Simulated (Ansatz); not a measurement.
**Cu wire along [110], 14 atoms a period: bands along the axis**

Aim: is the Cu wire along [110], 14 atoms a period a metal or a semiconductor?

Calculated with Ansatz 0.2.0; DFT PBE, plane waves, PAW; relaxation of a wire's period; PAW set soft_1, in the first sound run; inputs show where later runs differ.

## 1. The starting structure

The cell holds 14 atoms: 14 Cu. Its edges and angles: a = 14.060 Å, b = 14.500 Å, c = 2.567 Å, α = 90.0°, β = 90.0°, γ = 90.0°. Vacuum lies along a and b. The structure's axis is c.

As a file:

```cif
data_structure
_symmetry_space_group_name_H-M 'P 1'
_symmetry_Int_Tables_number 1
_cell_length_a 14.0600
_cell_length_b 14.5000
_cell_length_c 2.5668
_cell_angle_alpha 90.000
_cell_angle_beta 90.000
_cell_angle_gamma 90.000
_cell_volume 523.29
loop_
_atom_site_label
_atom_site_type_symbol
_atom_site_fract_x
_atom_site_fract_y
_atom_site_fract_z
_atom_site_occupancy
Cu1 Cu 0.37091 0.32299 0.00000 1
Cu2 Cu 0.37091 0.50001 0.00000 1
Cu3 Cu 0.62909 0.32299 0.00000 1
Cu4 Cu 0.62909 0.50001 0.00000 1
Cu5 Cu 0.24182 0.41150 0.50000 1
Cu6 Cu 0.24182 0.58852 0.50000 1
Cu7 Cu 0.50000 0.23448 0.50000 1
Cu8 Cu 0.50000 0.41150 0.50000 1
Cu9 Cu 0.50000 0.58852 0.50000 1
Cu10 Cu 0.50000 0.76554 0.50000 1
Cu11 Cu 0.75818 0.41150 0.50000 1
Cu12 Cu 0.75818 0.58852 0.50000 1
Cu13 Cu 0.37091 0.67703 0.00000 1
Cu14 Cu 0.62909 0.67703 0.00000 1
```

## 2. Relaxing the period

Band widths follow the bond lengths, so the wire is relaxed first. The atoms and the third cell vector are free; the box across stays fixed as vacuum. A Fermi-Dirac smearing is set since the result may be a metal. The pressure printed is a third of the stress's trace over the whole box, vacuum included; only the stress along the axis is relaxed.

File input.yaml:

```yaml
crystal:
  lattice:
    - [14.06, 0.0, 0.0]
    - [0.0, 14.5, 0.0]
    - [0.0, 0.0, 2.5667976157]
  atoms:
    - { symbol: Cu, position: [0.370910384, 0.322993021, 0.0] }
    - { symbol: Cu, position: [0.370910384, 0.500013546, 0.0] }
    - { symbol: Cu, position: [0.629089616, 0.322993021, 0.0] }
    - { symbol: Cu, position: [0.629089616, 0.500013546, 0.0] }
    - { symbol: Cu, position: [0.241820768, 0.411503284, 0.5] }
    - { symbol: Cu, position: [0.241820768, 0.588523809, 0.5] }
    - { symbol: Cu, position: [0.5, 0.234482759, 0.5] }
    - { symbol: Cu, position: [0.5, 0.411503284, 0.5] }
    - { symbol: Cu, position: [0.5, 0.588523809, 0.5] }
    - { symbol: Cu, position: [0.5, 0.765544334, 0.5] }
    - { symbol: Cu, position: [0.758179232, 0.411503284, 0.5] }
    - { symbol: Cu, position: [0.758179232, 0.588523809, 0.5] }
    - { symbol: Cu, position: [0.370910384, 0.677034072, 0.0] }
    - { symbol: Cu, position: [0.629089616, 0.677034072, 0.0] }
kpoints:
  mp_grid: { grid: [1, 1, 32] }
scf:
  occupations: { method: fermi_dirac, width: 0.05 }
hamiltonian:
  xc: pbe
  pseudopotentials: { kind: paw, azcp: { folder: soft_1 } }
relax:
  cell: { fix: [a, b, alpha, beta, gamma] }
  max_steps: 45
  f_tol: 0.03
```

Started as:

```bash
ansatz run input.yaml --threads 4 --pin off --max-ram 16384MiB --backend cpu --events-out ev --progress --plain --runs-dir out
```

Numbers of over 12 decimals in the logs are rounded to 6 here.

Log:

```text
Engine: ansatz 0.2.0, aarch64-unknown-linux-gnu
Pseudopotentials: kind: paw
Pseudopotential: Cu, paw, valence charge 19, recommended cutoff 420 eV (normal), soft_1/Cu.paw.azcp
Functional definition: PBE
  parameter kappa = 0.804
  parameter beta = 0.066725
  exchange = pbe_x(kappa = kappa, mu = beta*pi^2/3)
  correlation = pbe_c(beta = beta)
Crystal: 14 atoms, lattice volume = 523.293 Å³
Basis set: ecut = 420 eV, 10255 PW (Γ), exchange–correlation on 192×200×36 points (8 copies of the dense FFT grid, shifted against one another)
Bands: 160, of which v1, the nominal top of the filled ones, is band 133 counted from 1 (132 counted from 0)
Symmetry: 8 space group operations
Space group: Pmmm (ITA 47), of the structure as read, at distance tolerance 8.1e-5 Å
k-points: 17 of 32
Non-local potential: Cu, projectors of the file, l = 0: 3, l = 1: 2, l = 2: 3, l = 3: 1
PAW form: soft (Blöchl's): semilocal exchange-correlation on the pseudo side does not see the compensation charge
PAW one-centre angular grid: Cu, 590 points (default); XC on 64 Gauss nodes
Initial density: superposition of atomic densities (neutral atoms: chi_scale 0, normalization atom)
Initial wavefunctions: pseudopotential atomic-orbital guess
Functional: x = pbe(κ = 0.804, μ = 0.219515), c = pbe(β = 0.066725)
SCF iter   1: F=—  HF=-92755.103979 eV  |F-HF|=—  |Δ(HF+E_count)|=         —  Δρ=1.30e-1  dr2=5.49e1  ethr=3.10e-3  ⟨swp⟩=6.8  Hψ=11057  notcnv=0  defer=95
preconditioner: auto → LDOS  [metal: Δε(μ)=0.010 eV  Ē_g=6.616 eV  σ=0.050 eV  W_gap=0.05  n_scr=96 (ndim 8)  ℏωp=20.1 eV  f_vac=0.599  D(μ)=7.09/eV (n_scr^D=36)  β→1.0]
SCF iter   2: F=—  HF=-92808.204016 eV  |F-HF|=—  |Δ(HF+E_count)|=    5.31e1  Δρ=2.55e-1  dr2=1.94e2  ethr=3.10e-3  ⟨swp⟩=4.0  Hψ=8178  notcnv=0  defer=280  recentre
SCF iter   3: F=—  HF=-92746.195196 eV  |F-HF|=—  |Δ(HF+E_count)|=    6.20e1  Δρ=3.92e-2  dr2=5.40e0  ethr=3.10e-3  ⟨swp⟩=4.0  Hψ=7100  notcnv=0  defer=308
SCF iter   4: F=—  HF=-92745.530779 eV  |F-HF|=—  |Δ(HF+E_count)|=   6.64e-1  Δρ=1.82e-2  dr2=1.06e0  ethr=2.03e-3  ⟨swp⟩=2.2  Hψ=4556  notcnv=0  defer=294
SCF iter   5: F=—  HF=-92745.342093 eV  |F-HF|=—  |Δ(HF+E_count)|=   1.89e-1  Δρ=4.07e-3  dr2=6.28e-2  ethr=3.97e-4  ⟨swp⟩=2.0  Hψ=4452  notcnv=0  defer=294
SCF iter   6: F=—  HF=-92745.366132 eV  |F-HF|=—  |Δ(HF+E_count)|=   2.40e-2  Δρ=1.95e-3  dr2=1.57e-2  ethr=2.36e-5  ⟨swp⟩=2.0  Hψ=3931  notcnv=0  defer=294
SCF iter   7: F=—  HF=-92745.372195 eV  |F-HF|=—  |Δ(HF+E_count)|=   6.06e-3  Δρ=1.02e-3  dr2=3.31e-3  ethr=5.88e-6  ⟨swp⟩=2.0  Hψ=3799  notcnv=0  defer=294
SCF iter   8: F=—  HF=-92745.373480 eV  |F-HF|=—  |Δ(HF+E_count)|=   1.28e-3  Δρ=3.13e-4  dr2=4.49e-4  ethr=1.24e-6  ⟨swp⟩=2.0  Hψ=3815  notcnv=0  defer=294
SCF iter   9: F=—  HF=-92745.373557 eV  |F-HF|=—  |Δ(HF+E_count)|=   7.70e-5  Δρ=1.90e-4  dr2=1.44e-4  ethr=1.69e-7  ⟨swp⟩=2.1  Hψ=3732  notcnv=0  defer=294
SCF iter  10: F=—  HF=-92745.373534 eV  |F-HF|=—  |Δ(HF+E_count)|=   2.35e-5  Δρ=7.22e-5  dr2=2.39e-5  ethr=5.42e-8  ⟨swp⟩=2.0  Hψ=3685  notcnv=0  defer=294
SCF iter  11: F=—  HF=-92745.373605 eV  |F-HF|=—  |Δ(HF+E_count)|=   7.14e-5  Δρ=2.88e-5  dr2=3.39e-6  ethr=9.00e-9  ⟨swp⟩=2.1  Hψ=3747  notcnv=0  defer=294
SCF iter  12: F=—  HF=-92745.373607 eV  |F-HF|=—  |Δ(HF+E_count)|=   2.47e-6  Δρ=1.83e-5  dr2=1.09e-6  ethr=1.28e-9  ⟨swp⟩=2.0  Hψ=3714  notcnv=0  defer=294
SCF iter  13: F=—  HF=-92745.373608 eV  |F-HF|=—  |Δ(HF+E_count)|=   5.24e-7  Δρ=6.72e-6  dr2=1.55e-7  ethr=4.11e-10  ⟨swp⟩=2.0  Hψ=3715  notcnv=0  defer=294
SCF iter  14: F=-92745.373608 eV  HF=-92745.373608 eV  |F-HF|=5.60e-8  |Δ(HF+E_count)|=   1.87e-7  Δρ=4.71e-6  dr2=7.54e-8  ethr=3.76e-11  ⟨swp⟩=4.0  Hψ=8604  notcnv=0
SCF 1 converged in 14 iterations: F = -92745.373608 eV  dr2 = 7.54e-8
  greatest PAW one-centre occupation: 1.000 electrons in one spin orbital (limit 2), on the Cu atom at site 11 (counted from 0), in its partial waves of l = 0
relax step   1: F+E_penalty+E_count = -92745.37360804 eV  Δ(F+E_penalty+E_count) = +0.000e0 eV  max|allowed force component| = 4.976e-1 eV/Å  Δτ_max = 0.0000 Å  P = -1.848 GPa  Ω = 523.293 Å³  fix = [a, b, alpha, beta, gamma]  reactions: a -1.683, b -1.527 GPa  (14 SCF iters, dr2 threshold 1.00e-7 eV, accepted)
Crystal: 14 atoms, lattice volume = 517.825 Å³
Basis set: ecut = 420 eV, 10139 PW (Γ), exchange–correlation on 192×200×36 points (8 copies of the dense FFT grid, shifted against one another)
Initial density: handed on by an earlier stage of this run
Initial wavefunctions: those handed on with the density
iter 1 solved again at ethr=4.34e-5 eV; its pass at ethr=3.10e-3 eV (dr2=1.15e-1 eV) is discarded
SCF iter   1: F=—  HF=-92745.565159 eV  |F-HF|=—  |Δ(HF+E_count)|=         —  Δρ=6.34e-3  dr2=1.17e-1  ethr=4.34e-5  ⟨swp⟩=2.9  Hψ=13004  notcnv=0
preconditioner: auto → LDOS  [metal: Δε(μ)=0.026 eV  Ē_g=7.366 eV  σ=0.050 eV  W_gap=0.13  n_scr=96 (ndim 8)  ℏωp=20.3 eV  f_vac=0.604  D(μ)=5.34/eV (n_scr^D=28)  β→1.0]
SCF iter   2: F=—  HF=-92745.669546 eV  |F-HF|=—  |Δ(HF+E_count)|=   1.04e-1  Δρ=1.47e-2  dr2=6.21e-1  ethr=4.34e-5  ⟨swp⟩=3.3  Hψ=5868  notcnv=0  recentre
SCF iter   3: F=—  HF=-92745.546311 eV  |F-HF|=—  |Δ(HF+E_count)|=   1.23e-1  Δρ=3.06e-3  dr2=2.75e-2  ethr=4.34e-5  ⟨swp⟩=2.5  Hψ=5465  notcnv=0  defer=294
SCF iter   4: F=—  HF=-92745.540874 eV  |F-HF|=—  |Δ(HF+E_count)|=   5.44e-3  Δρ=8.08e-4  dr2=2.07e-3  ethr=1.03e-5  ⟨swp⟩=2.0  Hψ=3709  notcnv=0  defer=294
SCF iter   5: F=—  HF=-92745.540619 eV  |F-HF|=—  |Δ(HF+E_count)|=   2.54e-4  Δρ=2.61e-4  dr2=2.00e-4  ethr=7.79e-7  ⟨swp⟩=2.4  Hψ=3740  notcnv=0  defer=294
SCF iter   6: F=—  HF=-92745.540743 eV  |F-HF|=—  |Δ(HF+E_count)|=   1.23e-4  Δρ=9.49e-5  dr2=3.28e-5  ethr=7.51e-8  ⟨swp⟩=2.0  Hψ=3852  notcnv=0  defer=294
SCF iter   7: F=—  HF=-92745.540755 eV  |F-HF|=—  |Δ(HF+E_count)|=   1.21e-5  Δρ=6.57e-5  dr2=1.38e-5  ethr=1.23e-8  ⟨swp⟩=2.2  Hψ=4055  notcnv=0  defer=294
SCF iter   8: F=—  HF=-92745.540754 eV  |F-HF|=—  |Δ(HF+E_count)|=   1.12e-6  Δρ=1.90e-5  dr2=1.90e-6  ethr=5.18e-9  ⟨swp⟩=2.7  Hψ=3716  notcnv=0  defer=294
SCF iter   9: F=-92745.540754 eV  HF=-92745.540754 eV  |F-HF|=8.12e-9  |Δ(HF+E_count)|=   2.40e-7  Δρ=6.34e-6  dr2=3.03e-7  ethr=5.26e-10  ⟨swp⟩=4.0  Hψ=8392  notcnv=0
SCF 2 converged in 9 iterations: F = -92745.540754 eV  dr2 = 3.03e-7
  greatest PAW one-centre occupation: 1.000 electrons in one spin orbital (limit 2), on the Cu atom at site 10 (counted from 0), in its partial waves of l = 0
[...]
SCF iter   7: F=—  HF=-92745.606837 eV  |F-HF|=—  |Δ(HF+E_count)|=   1.17e-5  Δρ=8.39e-5  dr2=2.16e-5  ethr=1.43e-8  ⟨swp⟩=2.4  Hψ=4699  notcnv=0  defer=298
SCF iter   8: F=—  HF=-92745.606834 eV  |F-HF|=—  |Δ(HF+E_count)|=   3.03e-6  Δρ=2.50e-5  dr2=2.99e-6  ethr=8.13e-9  ⟨swp⟩=3.0  Hψ=4495  notcnv=0  defer=298
SCF iter   9: F=-92745.606834 eV  HF=-92745.606834 eV  |F-HF|=1.05e-7  |Δ(HF+E_count)|=   2.23e-7  Δρ=6.78e-6  dr2=3.16e-7  ethr=5.26e-10  ⟨swp⟩=4.0  Hψ=8632  notcnv=0
SCF 3 converged in 9 iterations: F = -92745.606834 eV  dr2 = 3.16e-7
relax step   3: F+E_penalty+E_count = -92745.60683430 eV  Δ(F+E_penalty+E_count) = -6.608e-2 eV  max|allowed force component| = 5.506e-2 eV/Å  Δτ_max = 0.0706 Å  P = +0.236 GPa  Ω = 510.555 Å³  energy of the carried Pulay correction = +3.392e-3 eV  fix = [a, b, alpha, beta, gamma]  reactions: a +0.271, b +0.255 GPa  (9 SCF iters, dr2 threshold 1.40e-6 eV, accepted)
[...]
relax step   4: F+E_penalty+E_count = -92745.60939284 eV  Δ(F+E_penalty+E_count) = -2.559e-3 eV  max|allowed force component| = 3.254e-2 eV/Å  Δτ_max = 0.0252 Å  P = -0.045 GPa  Ω = 510.577 Å³  energy of the carried Pulay correction = +3.386e-3 eV  fix = [a, b, alpha, beta, gamma]  reactions: a -0.039, b -0.031 GPa  (9 SCF iters, dr2 threshold 1.89e-7 eV, accepted)
[...]
relax step   5: F+E_penalty+E_count = -92745.61016855 eV  Δ(F+E_penalty+E_count) = -7.757e-4 eV  max|allowed force component| = 3.104e-3 eV/Å  Δτ_max = 0.0093 Å  P = +0.020 GPa  Ω = 510.334 Å³  energy of the carried Pulay correction = +3.452e-3 eV  fix = [a, b, alpha, beta, gamma]  reactions: a +0.017, b +0.027 GPa  (8 SCF iters, dr2 threshold 6.62e-8 eV, accepted)
Initial wavefunctions: pseudopotential atomic-orbital guess (no wavefunctions were taken with the density)
iter 1 solved again at ethr=1.86e-6 eV; its pass at ethr=3.10e-3 eV (dr2=4.94e-3 eV) is discarded
SCF iter   1: F=—  HF=-92745.606142 eV  |F-HF|=—  |Δ(HF+E_count)|=         —  Δρ=5.21e-5  dr2=3.12e-6  ethr=1.86e-6  ⟨swp⟩=4.0  Hψ=18243  notcnv=0
eigensolver tolerance schedule: the retry pair's looser diagonalisation over-reported the residual by 1579.88 of it (diagonalisation noise at 17.55 of the residual, at the tolerance the schedule requests for it); recorded, not acted on — ethr = c·dr2/N_el stays at c = 1.0e-1
preconditioner: auto → LDOS  [metal: Δε(μ)=0.019 eV  Ē_g=7.548 eV  σ=0.050 eV  W_gap=0.09  n_scr=96 (ndim 8)  ℏωp=20.4 eV  f_vac=0.607  D(μ)=5.64/eV (n_scr^D=36)  β→1.0]
SCF iter   2: F=—  HF=-92745.606209 eV  |F-HF|=—  |Δ(HF+E_count)|=   6.62e-5  Δρ=2.65e-4  dr2=2.12e-4  ethr=1.17e-9  ⟨swp⟩=3.5  Hψ=6464  notcnv=0
SCF iter   3: F=—  HF=-92745.606235 eV  |F-HF|=—  |Δ(HF+E_count)|=   2.63e-5  Δρ=3.49e-4  dr2=3.33e-4  ethr=1.17e-9  ⟨swp⟩=4.0  Hψ=6598  notcnv=0
SCF iter   4: F=—  HF=-92745.606162 eV  |F-HF|=—  |Δ(HF+E_count)|=   7.28e-5  Δρ=4.71e-5  dr2=5.87e-6  ethr=1.17e-9  ⟨swp⟩=3.0  Hψ=6255  notcnv=0
SCF iter   5: F=—  HF=-92745.606192 eV  |F-HF|=—  |Δ(HF+E_count)|=   2.97e-5  Δρ=2.21e-5  dr2=1.52e-6  ethr=1.17e-9  ⟨swp⟩=2.1  Hψ=4775  notcnv=0
SCF iter   6: F=—  HF=-92745.606191 eV  |F-HF|=—  |Δ(HF+E_count)|=   2.31e-7  Δρ=1.69e-6  dr2=4.79e-8  ethr=5.70e-10  ⟨swp⟩=2.0  Hψ=3938  notcnv=0
SCF iter   7: F=—  HF=-92745.606192 eV  |F-HF|=—  |Δ(HF+E_count)|=   1.87e-8  Δρ=1.51e-6  dr2=9.00e-9  ethr=1.80e-11  ⟨swp⟩=2.0  Hψ=4043  notcnv=0
SCF iter   8: F=—  HF=-92745.606192 eV  |F-HF|=—  |Δ(HF+E_count)|=  9.17e-10  Δρ=9.98e-7  dr2=3.52e-9  ethr=3.38e-12  ⟨swp⟩=2.0  Hψ=4349  notcnv=0
SCF iter   9: F=—  HF=-92745.606192 eV  |F-HF|=—  |Δ(HF+E_count)|=  1.89e-10  Δρ=2.40e-7  dr2=3.50e-10  ethr=1.32e-12  ⟨swp⟩=2.0  Hψ=3849  notcnv=0
SCF iter  10: F=-92745.606192 eV  HF=-92745.606192 eV  |F-HF|=1.60e-10  |Δ(HF+E_count)|=  2.47e-10  Δρ=1.37e-7  dr2=5.86e-11  ethr=1.00e-12  ⟨swp⟩=4.8  Hψ=8624  notcnv=0
SCF 6 converged in 10 iterations: F = -92745.606192 eV  dr2 = 5.86e-11
relax step   6: F+E_penalty+E_count = -92745.60619151 eV  Δ(F+E_penalty+E_count) = +3.977e-3 eV  max|allowed force component| = 3.062e-3 eV/Å  Δτ_max = 0.0000 Å  P = +0.025 GPa  Ω = 510.334 Å³  fix = [a, b, alpha, beta, gamma]  reactions: a +0.020, b +0.029 GPa  stress off target by 2.65e-2 GPa on what of the cell is left free  SCF on the basis re-selected at this cell (its energy is not comparable with the rows above)  (10 SCF iters)
basis re-selected at this cell: Δ(F+E_penalty+E_count) = +3.977e-3 eV, ΔP = +0.005 GPa vs the last step (what re-selecting the basis moved, of the pressure what is left beyond the Pulay correction that the steps carried, after the strain that the cell walked since its last selection, with what the two solves' SCF thresholds leave and, on support functions, any second-order correction that the steps lacked; it is no m [...]
SCF converged after 10 iterations
Free energy (F): -92745.606192 eV
Harris-Foulkes:  -92745.606192 eV  (|F-HF|=1.60e-10)
Internal energy: -92745.561141 eV  (E = F + TS)
E sigma→0 (E₀):  -92745.583666 eV
Entropy (-TS):   -0.045051 eV (-3.218 meV/atom)
Fermi energy:    2.333586 eV
--- Per-component energies (eV) ---
  E_band       = -8807.009118
  E_kinetic    = 3662.344219
  E_local      = -278594.114049  (includes V_loc(G=0)·N_el)
  E_nonlocal   = 12507.382791
  E_hartree    = 132652.326635
  E_xc         = -952.209737
  E_vxc        = -1228.182590  (∫ρ·V_xc dr)
  E_paw        = -25452.087297  (= ΣΔE_a)
  E_vpaw       = -10459.105756  (= ΣTr[D̂ρ^β])
  E_aug_tail   = 0.013632  (compensation charges beyond the density's cutoff)
  E_ewald      = 63430.782664
  E_smearing   = -0.045051  (= −TS)
  E_closure    = -0.000000  (closes the sum)
  Σ components = -92745.606192   (vs F -92745.606192, Δ=0.00e0)
--- Forces (eV/Å), atoms counted from 1 ---
  atom   1  Cu    -0.00114211    -0.00036804    -0.00000000
  atom   2  Cu    -0.00306222     0.00000000     0.00000000
  atom   3  Cu     0.00114211    -0.00036804    -0.00000000
  atom   4  Cu     0.00306222    -0.00000000    -0.00000000
  atom   5  Cu     0.00192596     0.00033507     0.00000000
  atom   6  Cu     0.00192596    -0.00033507    -0.00000000
  atom   7  Cu     0.00000000     0.00261103     0.00000000
  atom   8  Cu     0.00000000     0.00036575     0.00000000
  atom   9  Cu     0.00000000    -0.00036575    -0.00000000
  atom  10  Cu     0.00000000    -0.00261103    -0.00000000
  atom  11  Cu    -0.00192596     0.00033507     0.00000000
  atom  12  Cu    -0.00192596    -0.00033507    -0.00000000
  atom  13  Cu    -0.00114211     0.00036804     0.00000000
  atom  14  Cu     0.00114211     0.00036804     0.00000000
  max |Σ_I F_I| component: 0.00e0 eV/Å
--- Stress (GPa, compression-positive) ---
        0.019672      -0.000000      -0.000000
       -0.000000       0.029408      -0.000000
       -0.000000      -0.000000       0.026497
  P = ⅓ Tr σ = 0.0252 GPa (0.252 kbar)
--- Relaxed structure (5 steps of the walk, 5 accepted, 1 SCFs on fresh bases) ---
  F+E_penalty+E_count = -92745.60619151 eV   max|allowed force component| = 3.062e-3 eV/Å   (the final SCF, on the basis selected at the relaxed cell)
  cell:  # Å, volume = 510.3340 Å³
    - [14.06, 0, 0]
    - [0, 14.5, 0]
    - [0, 0, 2.503233]
  atoms:
    - { symbol: Cu, position: [0.369413, 0.322991, 0] }
    - { symbol: Cu, position: [0.369969, 0.500014, 0] }
    - { symbol: Cu, position: [0.630587, 0.322991, 0] }
    - { symbol: Cu, position: [0.630031, 0.500014, 0.0] }
    - { symbol: Cu, position: [0.246272, 0.412694, 0.500000] }
    - { symbol: Cu, position: [0.246272, 0.587333, 0.500000] }
    - { symbol: Cu, position: [0.5, 0.243111, 0.500000] }
    - { symbol: Cu, position: [0.5, 0.413304, 0.500000] }
    - { symbol: Cu, position: [0.5, 0.586723, 0.500000] }
    - { symbol: Cu, position: [0.5, 0.756916, 0.500000] }
    - { symbol: Cu, position: [0.753728, 0.412694, 0.500000] }
    - { symbol: Cu, position: [0.753728, 0.587333, 0.500000] }
    - { symbol: Cu, position: [0.369413, 0.677036, 0] }
    - { symbol: Cu, position: [0.630587, 0.677036, 0] }
```

It took 3.6 min on 4 threads of Arm Neoverse V1, shared host; peak memory 2.3 GiB; 14 min of CPU time.

[end of part 1 of 2]

[Logs are printed without paths, hosts, clocks, repeated set-up lines and the standing remarks that a program may print on its own settings, such as how far it seeks lower states.]

[Hosts, paths, dates, database ids (printed as entryN), source tags and the programs' standing remarks are cut or masked in the printed files.]
